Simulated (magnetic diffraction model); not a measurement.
# Moment size from magnetic intensity in HoAl8SiAu4

Space group I4/mmm (no. 139), a = 6.0020 Å, c = 28.5730 Å.

| site | atom | x | y | z |
| --- | --- | --- | --- | --- |
| 2b | Au | 1/2 | 1/2 | 0 |
| 8g | Au | 0 | 1/2 | 0.3930 |
| 2a | Au | 0 | 0 | 0 |
| 4e | Au | 1/2 | 1/2 | 0.2953 |
| 4d | Ho | 1/2 | 0 | 1/4 |
| 4e | Si | 1/2 | 1/2 | 0.2076 |
| 16m | Al | 0.2498 | 0.7502 | 0.0522 |
| 16m | Al | 0.2549 | 0.7451 | 0.1565 |

This is a made-up structure (elements placed in a structure type, unrelaxed), so the numbers test the method and describe no known phase.

Only Ho is taken to order (form factors of Ho3+); orders and moment sizes are assumed, and not adapted to the symmetry. Radiation: neutrons of λ = 2.36 Å, 8° to 70°; isotropic B of 0.34 Å² (Au), 0.47 Å² (Ho), 0.8 Å² (Si) and 0.81 Å² (Al). The intensities are simulated: I ∝ L Σ (|F_N|² + |F_M⊥|²) for unpolarised neutrons, with F_M = 2.695 fm/μB × Σ f(s) S exp(2πi Q·r) exp(−B s²) at Q = H ± k (one set where k and −k are equivalent), only the part normal to Q counting and L = 1/(sin²θ cos θ). For collinear order S is the moment m, which repeats by lattice and centring translations R with the sign exp(−2πi k·R). Form factors are spin-only for 3d ions and dipole or tabulated for f ions, scattering lengths are Sears's of 1992, and absorption is left out. A label names one of the reflections at its angle. The strongest nuclear line in the range is 100, and lines under 0.2 are left out.

In a first state the assumed order is k = (1/2 0 1/2), collinear moments along [100], 8.4 μB on Ho; signs + at (1/2, 0, 1/4), − at (0, 1/2, 1/4), with this pattern:

```tsv
2θ (°)	index	nuclear	magnetic
9.48	(0 0 2)	0.7	0.0
11.53	(1/2 0 1/2)	0.0	2.9
13.35	(1/2 0 -3/2)	0.0	14.7
16.39	(1/2 0 5/2)	0.0	17.9
20.13	(1/2 0 -7/2)	0.0	15.4
24.27	(1/2 0 9/2)	0.0	11.9
25.51	(1/2 1 -1/2)	0.0	22.1
26.40	(1/2 1 3/2)	0.0	20.9
26.88	(1 0 3)	1.2	0.0
28.11	(1/2 1 -5/2)	0.0	18.9
28.66	(1/2 0 -11/2)	0.0	9.1
30.50	(1/2 1 7/2)	0.0	16.4
32.29	(1 1 0)	1.1	0.0
33.13	(1 0 5)	1.7	0.0
33.22	(1/2 0 13/2)	0.0	7.0
33.46	(1/2 1 -9/2)	0.0	13.8
```
(The table stops after 16 lines; 74 more lie at higher angle.)

**Question.** Nearer the ordering temperature the line at 25.51° has total intensity 10.8 on the same scale, and all moments have shrunk alike. How large is the Ho moment?

The nuclear part, 0.0, stays, so the magnetic part is 10.8 against 22.1. It goes as m², so m = 8.4 × √(10.8/22.1) = 5.87 μB; the value used was 5.88 μB.

[Logs are printed without paths, hosts, clocks, repeated set-up lines and the standing remarks that a program may print on its own settings, such as how far it seeks lower states.]
